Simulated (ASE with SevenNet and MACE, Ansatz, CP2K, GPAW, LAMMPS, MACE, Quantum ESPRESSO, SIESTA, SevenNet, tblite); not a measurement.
# Machine-learned potentials runs on amorphous 30In2O3-70HfO2 (mol %) (83 atoms)

How do the settings of machine-learned potentials change the result for amorphous 30In2O3-70HfO2 (mol %) (83 atoms)? A plane-wave run serves as the yardstick.

Program: ASE with SevenNet and MACE. Level of theory: the method is named at each step. Results are calculated unless marked as measured.

**1. Set-up**

The cell holds 83 atoms: 14 In, 16 Hf and 53 O. Cell: a = 10.461 Å, b = 10.461 Å, c = 10.461 Å, α = 90.0°, β = 90.0°, γ = 90.0°. 83 atoms (14 Sc, 16 Zr, 53 O) placed at random at 4.52 g/cm³, melted at 5000 K for 10 ps at fixed volume with the Morse and Coulomb pair potential with partial charges (Pedone, Malavasi, Menziani, Cormack and Segre, J. Phys. Chem. B 110, 11780 (2006)). Quenched from 5000 K to 300 K at 200 K/ps and fixed volume, held 10 ps at zero pressure, then minimised at fixed cell. Then Sc was replaced by In, Zr was replaced by Hf and the cell scaled by 1.022 (the potential has no terms for the new elements, so the cell is a start for a DFT relaxation).

The yardstick, on the same geometry:

```
method                                           : Kohn-Sham DFT, PBE, PAW, plane waves (Ansatz 0.2.0); cutoff 420 eV, Γ point, fermi-dirac smearing of 0.05 eV; PAW set soft_2
r.m.s. force component                           : 0.5312 eV/Å
longest force                                    : 2.005 eV/Å
pressure                                         : -6.938 GPa
gap (highest filled to lowest empty level) : 1.587 eV
SCF cycles                                       : 11
time                                             : 18 s on 8 threads of Arm Neoverse V1, shared host
CPU time                                         : 2.2 min
```

**2. SevenNet 0 potential**

Method: machine-learned interatomic potential SevenNet 0, trained on PBE(+U) plane-wave data.

run.py reads:

```python
import numpy as np
from ase.io import read
import mlip  # loads the published weights by name

atoms = read("structure.xyz")
atoms.calc = mlip.calc("7net-0")
energy = atoms.get_potential_energy()
forces = atoms.get_forces()
print(f"energy {energy:.6f} eV")
print("forces (eV/A)")
for i, (a, f) in enumerate(zip(atoms, forces)):
    print(f"{i:4d} {a.symbol:2s} {f[0]:10.5f} {f[1]:10.5f} {f[2]:10.5f}")
stress = -atoms.get_stress(voigt=False) * 160.21766
print("stress (GPa, compression positive)")
for row in stress:
    print(" ".join(f"{x:10.4f}" for x in row))
```

structure.xyz reads:

```xyz
83
Lattice="10.46053 0.00000 0.00000 0.00000 10.46053 0.00000 0.00000 0.00000 10.46053" Properties=species:S:1:pos:R:3 pbc="T T T"
In 5.46155 5.91449 0.17678
In 9.95570 4.83517 4.82157
In 9.01468 0.17333 4.07187
In 8.83130 7.49204 4.28296
In 2.93711 4.53966 3.25186
In 7.51694 4.41811 2.80028
In 2.65007 5.21457 10.27778
In 3.53995 8.78611 0.12772
In 4.12396 7.43702 7.48702
In 0.59771 9.67494 1.75716
In 10.23950 9.86564 9.35004
In 4.99218 1.08319 3.60888
In 10.16314 6.23416 0.43830
In 5.75789 10.35425 8.80222
Hf 3.90900 3.49288 7.61192
Hf 4.54385 2.19043 0.18023
Hf 1.45945 1.81187 4.64448
Hf 7.62876 2.23196 6.09462
Hf 0.52658 6.67361 7.47729
Hf 2.70792 0.32250 7.31170
Hf 7.89582 4.08578 9.31071
Hf 4.94846 7.31819 3.36829
Hf 1.70548 8.24719 4.56309
Hf 7.82437 7.24946 8.05869
Hf 6.16847 5.32587 5.87662
Hf 6.15937 9.58310 5.70810
Hf 7.76360 1.33487 0.94678
Hf 0.41947 2.67193 1.30798
Hf 7.33356 8.53401 1.18978
Hf 0.37428 2.93763 8.00063
O 9.75507 1.71218 5.33257
O 4.14770 5.40224 6.78407
O 5.72683 3.25699 6.43887
O 4.59510 4.08630 9.63687
O 8.70567 2.99652 7.67949
O 9.68446 8.30964 8.04425
O 2.18970 7.81569 6.68208
O 0.28118 4.66791 6.76796
O 9.19397 5.80800 8.93946
O 9.49900 8.18149 0.84908
O 0.62847 1.11614 2.83198
O 9.86606 3.31379 9.95215
O 6.19002 8.51487 7.66077
O 0.79008 0.84416 8.17710
O 3.94833 6.82958 9.51961
O 1.05976 3.77866 3.93713
O 9.18999 5.72578 3.07121
O 3.39674 2.42381 3.83734
O 7.12456 7.52091 3.03617
O 5.36542 7.44476 5.50234
O 6.71964 5.34606 8.00743
O 1.55726 9.44795 10.38019
O 7.91015 4.00806 4.92126
O 2.25152 2.37538 6.56304
O 1.21781 6.55174 9.46772
O 7.17216 4.77774 0.74699
[... 23 atom lines left out ...]
O 2.52151 2.38667 0.83883
O 4.76550 0.07542 0.27438
O 7.97103 10.22559 2.31512
O 5.17179 7.84059 1.30851
```

Started as:

```sh
$ OMP_NUM_THREADS=1 python run.py > output.txt
```

Output:

```text
energy -666.561584 eV
forces (eV/A)
   0 In    1.11776   -0.16847    0.10757
   1 In   -0.05697   -0.70131    0.12149
   2 In   -0.00301    0.52306    0.21330
   3 In   -0.87615    0.23862   -0.29113
   4 In    0.19062   -0.03321   -0.16333
   5 In   -0.26464    0.11014   -0.16965
   6 In   -0.52187   -0.50534    0.08617
   7 In   -0.39638   -0.01442    0.39794
   8 In    0.30584   -0.21117   -0.46269
   9 In    0.45805   -0.36863    0.09352
  10 In   -0.09863   -0.14923   -0.27183
  11 In   -0.27375    0.10133   -0.04985
  12 In   -0.35500    0.17537    0.18901
  13 In    0.42151    0.38416   -0.19106
  14 Hf    0.03435    0.62863    0.35892
  15 Hf   -1.04310   -0.54520    0.50172
  16 Hf    0.00013   -0.23170   -0.57738
  17 Hf   -0.93348   -0.54740    0.46396
  18 Hf    0.43924    0.16484    0.85351
  19 Hf    1.33745   -0.16624   -0.98273
  20 Hf    0.02045    0.00316   -0.41400
  21 Hf    0.57170    0.65046    0.66592
  22 Hf   -0.08093    0.24359   -0.91251
  23 Hf   -0.66109   -0.71365    0.27935
[...]
75 O     0.40977    0.03551    1.22975
  76 O     0.66987    0.85453   -0.23291
  77 O    -0.31375   -0.30079    0.73479
  78 O    -0.24264    0.69594    0.42556
  79 O     0.13244    0.16395   -0.10637
  80 O    -0.18262    1.25144   -0.07147
  81 O    -0.54423    0.26535   -1.39765
  82 O     0.24886    0.26965    0.91292
stress (GPa, compression positive)
   -9.8845    -1.1447     1.8823
   -1.1447    -7.4894     0.5409
    1.8823     0.5409    -6.5176
```

It took 11 s on 1 thread of Arm Neoverse V1, shared host; peak memory 0.91 GiB.

Banners, paths, timers and routine set-up lines are dropped from the logs unmarked, and long logs keep their key lines alone; longer cuts are marked.

Compared with the plane-wave run:

| Property | Result |
| --- | --- |
| r.m.s. force component | 0.5673 eV/Å |
| r.m.s. difference of force components | 109.8 meV/Å |
| longest difference of force vectors | 404.2 meV/Å |
| force difference over r.m.s. force | 20.67 % |
| slope of forces against the reference's | 1.049 |
| correlation of force components | 0.9822 |
| pressure | -7.964 GPa |
| pressure difference | -1.026 GPa |

Length of the force difference by element (eV/Å):

```
element  atoms  mean  most
     Hf     16  0.21  0.40
     In     14  0.15  0.28
      O     53  0.17  0.35
```

The surroundings of Hf21, picked at random, nearest first, numbered as they follow in the input and with coordinates relative to it.

```
atom      x      y      z  distance (Å)  bonds     Fx     Fy  Fz (eV/Å)
Hf21   0.00   0.00   0.00          0.00      6   0.02   0.00      -0.41
 O35   0.81  -1.09  -1.63          2.12      3   0.17   0.07       0.17
 O56  -0.72   0.69   1.90          2.14      3   0.46  -0.29      -0.88
 O51  -1.18   1.26  -1.30          2.16      3   0.97   0.13       0.46
 O69  -1.15  -1.75   0.54          2.16      3   0.55   0.18       0.41
 O39   1.30   1.72  -0.37          2.19      4  -0.51  -0.17      -0.25
 O42   1.97  -0.77   0.64          2.21      3   0.28  -0.21      -0.63
 O34  -3.30   0.00   0.33          3.32      4  -0.31  -1.21      -0.82
 O77  -0.81   3.14   0.72          3.32      3   0.67   0.85      -0.23
```

Atoms are counted from 1 here, from 0 in the log.

Forces lie 21 % from the reference's, at 0.069 times its CPU time (on 1 against 8 cores).

**3. MACE MP-0b3 medium potential**

Method: machine-learned interatomic potential MACE MP-0b3 medium, trained on PBE(+U) plane-wave data.

Edit run.py of step 2 so:

```diff
@@ -5,3 +5,3 @@
 atoms = read("structure.xyz")
-atoms.calc = mlip.calc("7net-0")
+atoms.calc = mlip.calc("mace-mp-0b3-medium")
 energy = atoms.get_potential_energy()
```

structure.xyz is that of step 2.

Output:

```text
energy -666.437742 eV
forces (eV/A)
   0 In    0.86312   -0.15785    0.03195
   1 In   -0.07846   -0.50349    0.19247
   2 In    0.15956    0.48494    0.10574
   3 In   -0.88809    0.10665   -0.25190
   4 In    0.44600    0.10303   -0.26550
   5 In   -0.20114    0.15332   -0.36506
   6 In   -0.40081   -0.54212   -0.00734
   7 In   -0.69987    0.12846    0.57064
   8 In    0.18720   -0.32011   -0.52686
   9 In    0.50999   -0.34409    0.18644
  10 In   -0.32382   -0.15118    0.02538
  11 In   -0.33536   -0.13082   -0.03283
  12 In   -0.52574    0.15786    0.17695
  13 In    0.37970    0.45753    0.05508
  14 Hf    0.07886    0.52128    0.39228
  15 Hf   -1.26985   -0.35083    0.55014
  16 Hf   -0.01692   -0.32559   -0.59303
  17 Hf   -0.78320   -0.23608    0.64970
  18 Hf    0.50274    0.12488    0.70629
  19 Hf    1.35290   -0.29837   -1.02993
  20 Hf   -0.00081   -0.03930   -0.44394
  21 Hf    0.41710    0.59420    0.52589
  22 Hf    0.00223    0.35653   -0.78690
  23 Hf   -0.64610   -0.60202    0.26665
[...]
75 O     0.47910   -0.04165    1.11098
  76 O     0.56869    0.86220   -0.20464
  77 O    -0.26130   -0.21862    0.66463
  78 O    -0.17139    0.70891    0.28128
  79 O     0.15435    0.17035   -0.09732
  80 O    -0.09828    0.97863   -0.15405
  81 O    -0.60196    0.14343   -1.38672
  82 O     0.37651    0.27362    0.86582
stress (GPa, compression positive)
   -9.4860    -0.9695     1.7345
   -0.9695    -6.6730     0.3967
    1.7345     0.3967    -6.4126
```

The job ended after 11 s (1 thread; peak memory 1 GiB).

Compared with the plane-wave run:

```
r.m.s. force component                  : 0.546 eV/Å
r.m.s. difference of force components   : 90.75 meV/Å
longest difference of force vectors     : 315.3 meV/Å
force difference over r.m.s. force      : 17.09 %
slope of forces against the reference's : 1.014
correlation of force components         : 0.9862
pressure                                : -7.524 GPa
pressure difference                     : -0.5856 GPa
```

Against the first run (21 %), the force difference from the reference is 17 %, at 1.0 times the CPU time.

**4. MACE MPA-0 medium potential**

Method: machine-learned interatomic potential MACE MPA-0 medium, trained on PBE(+U) plane-wave data.

Edit run.py of step 3 so:

```diff
@@ -5,3 +5,3 @@
 atoms = read("structure.xyz")
-atoms.calc = mlip.calc("mace-mp-0b3-medium")
+atoms.calc = mlip.calc("mace-mpa-0-medium")
 energy = atoms.get_potential_energy()
```

structure.xyz is that of step 3.

Output:

```text
energy -665.281198 eV
forces (eV/A)
   0 In    1.04809   -0.08326    0.06866
   1 In   -0.18657   -0.66092    0.33459
   2 In    0.12676    0.66756    0.18890
   3 In   -1.03419    0.22288   -0.09982
   4 In    0.31582   -0.14598   -0.22054
   5 In   -0.30563    0.08445   -0.18155
   6 In   -0.49750   -0.68486    0.03317
   7 In   -0.46295    0.12448    0.41644
   8 In    0.35899   -0.20265   -0.60161
   9 In    0.32061   -0.12752    0.14425
  10 In   -0.40440   -0.17054   -0.12782
  11 In   -0.26230    0.05305   -0.01499
  12 In   -0.51067    0.07052    0.15627
  13 In    0.49042    0.47654   -0.18182
  14 Hf    0.09572    0.63561    0.38596
  15 Hf   -1.14327   -0.53712    0.58126
  16 Hf   -0.06825   -0.34016   -0.66733
  17 Hf   -0.82447   -0.45691    0.44274
  18 Hf    0.28055    0.14021    0.74041
  19 Hf    1.46187   -0.24891   -0.86411
  20 Hf   -0.02869   -0.09336   -0.30334
  21 Hf    0.57435    0.72899    0.45860
  22 Hf   -0.13551    0.29096   -0.89021
  23 Hf   -0.69386   -0.55668    0.19580
[...]
75 O     0.56789   -0.03451    1.16839
  76 O     0.54316    1.03618   -0.20245
  77 O    -0.29028   -0.29507    0.69398
  78 O    -0.16603    0.68695    0.29467
  79 O     0.09943    0.15298   -0.05458
  80 O    -0.22985    1.09350   -0.13450
  81 O    -0.61717    0.15936   -1.53386
  82 O     0.23719    0.27629    0.82944
stress (GPa, compression positive)
   -9.6632    -1.3072     1.8732
   -1.3072    -6.8255     0.4968
    1.8732     0.4968    -6.2814
```

The job ended after 11 s (1 thread; peak memory 1 GiB).

Compared with the plane-wave run:

- r.m.s. force component: 0.5687 eV/Å
- r.m.s. difference of force components: 100.2 meV/Å
- longest difference of force vectors: 340.3 meV/Å
- force difference over r.m.s. force: 18.87 %
- slope of forces against the reference's: 1.055
- correlation of force components: 0.9857
- pressure: -7.59 GPa
- pressure difference: -0.6517 GPa

Against the first run (21 %), the force difference from the reference is 19 %, at 1.0 times the CPU time.

**5. Side by side**

Differences are against the plane-wave reference, forces as r.m.s. over components; share is that over the reference's r.m.s. force, slope the least-squares factor from reference forces to these. Total energies of different programs have different zeros and aren't compared.

```
                         run  Δ force, r.m.s. (meV/Å)  share (%)  slope  Δ pressure (GPa)  cores  CPU time  memory (GiB)
                   reference                        -          -      -                 -      8   2.2 min           1.9
        SevenNet 0 potential                      110       20.7  1.049             -1.03      1     8.9 s          0.91
MACE MP-0b3 medium potential                     90.8       17.1  1.014            -0.586      1     9.3 s           1.0
 MACE MPA-0 medium potential                      100       18.9  1.055            -0.652      1     9.3 s           1.0
```

Times of the machine-learned potentials are mostly Python's start and the loading of weights.

CPU time is summed over cores on a shared host, where runs went side by side, so it is rough. Symmetry, cutoffs, thresholds, outputs and thread counts weren't matched or tuned between programs; memory under MPI is the largest rank's times the ranks.

**6. Results**

```
nearest in forces : MACE MP-0b3 medium potential, 17 %
its CPU time      : 9.3 s
```

In words: Machine-learned potentials differ by 17 % (MACE MP-0b3 medium potential) to 21 % (SevenNet 0 potential); they were trained on other programs' data. Machine-learned potentials mimic data converged in k, so the reference's own k-point error enters their differences. The quench rate of 200 K/ps is many orders above laboratory rates, so the cell is likely richer in defects and strain than a real sample. The network of bonds at the start is that of the classical potential that made the cell, and needn't be the one that DFT or experiment would give. The reference's stress is far from hydrostatic: its diagonal is -9.0, -6.2, -5.6 GPa, compression counted positive. The reference's pressure of -6.9 GPa belongs to a cell and atoms that aren't relaxed at this level. The electronic-structure runs sample only Γ, in a cell whose shortest periodic width is 10 Å. Spin–orbit coupling is left out, which matters for the levels of the heavy elements.

[Also dropped from logs without a mark: logging warnings of Python, and SIESTA's first energy breakdown and zero terms.]

[Logs are printed without paths, hosts, clocks, repeated set-up lines and the standing remarks that a program may print on its own settings, such as how far it seeks lower states.]

[Hosts, paths, dates, database ids (printed as entryN), source tags and the programs' standing remarks are cut or masked in the printed files.]
